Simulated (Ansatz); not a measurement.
# Leakage through LiH between V(100) and V(100): one more thickness

The current through thinner LiH barriers is known. What leaks through 4 layers at 0.25 V?

Set-up. Ansatz 0.2.0, plane waves with PAW datasets, PBE; a slab with two metal leads whose outer parts are reservoirs, with density and current solved under bias (Landauer, 300 K). The LiH is strained to the lead's lattice, the interfaces are relaxed in a short slab (PBE+D3(BJ)), and bulk layers are laid on.

The runs, with one result withheld:

```
layers of LiH  cell length (Å)  drop between the leads' cuts at 0.25 V (V)  current density at 0.25 V (A/m²)
            1            61.03                                       0.205                         9.66×10¹³
            2            62.96                                       0.241                         1.67×10¹³
            3            64.88                                       0.248                         2.39×10¹²
            4            66.78                                       0.249                                 ?
```

**Estimate by hand.**

Deep in a barrier the current should fall by a fixed factor for each layer; the steps shown give 5.8 and 7.0 per layer. A straight line through ln J for 2 and 3 layers has the slope −1.946 per layer, a factor of 7.0; with about 1.92 Å per layer that is β = 1.0 Å⁻¹. Then J = exp(34.340 − 1.946 × 4). Predicted: 3.42×10¹¹ A/m².

Check against the run:

4.86×10¹¹ A/m², so the prediction is 30 % too low. From 3 to 4 layers the current falls by 4.9 per layer, against the fitted 7.0.

Caveats: On every other k-point the currents of these runs, at any bias, move by up to 27 %. A semilocal functional makes the barrier's gap too small; each thickness has its own relaxed interfaces.

[Logs are printed without paths, hosts, clocks, repeated set-up lines and the standing remarks that a program may print on its own settings, such as how far it seeks lower states.]
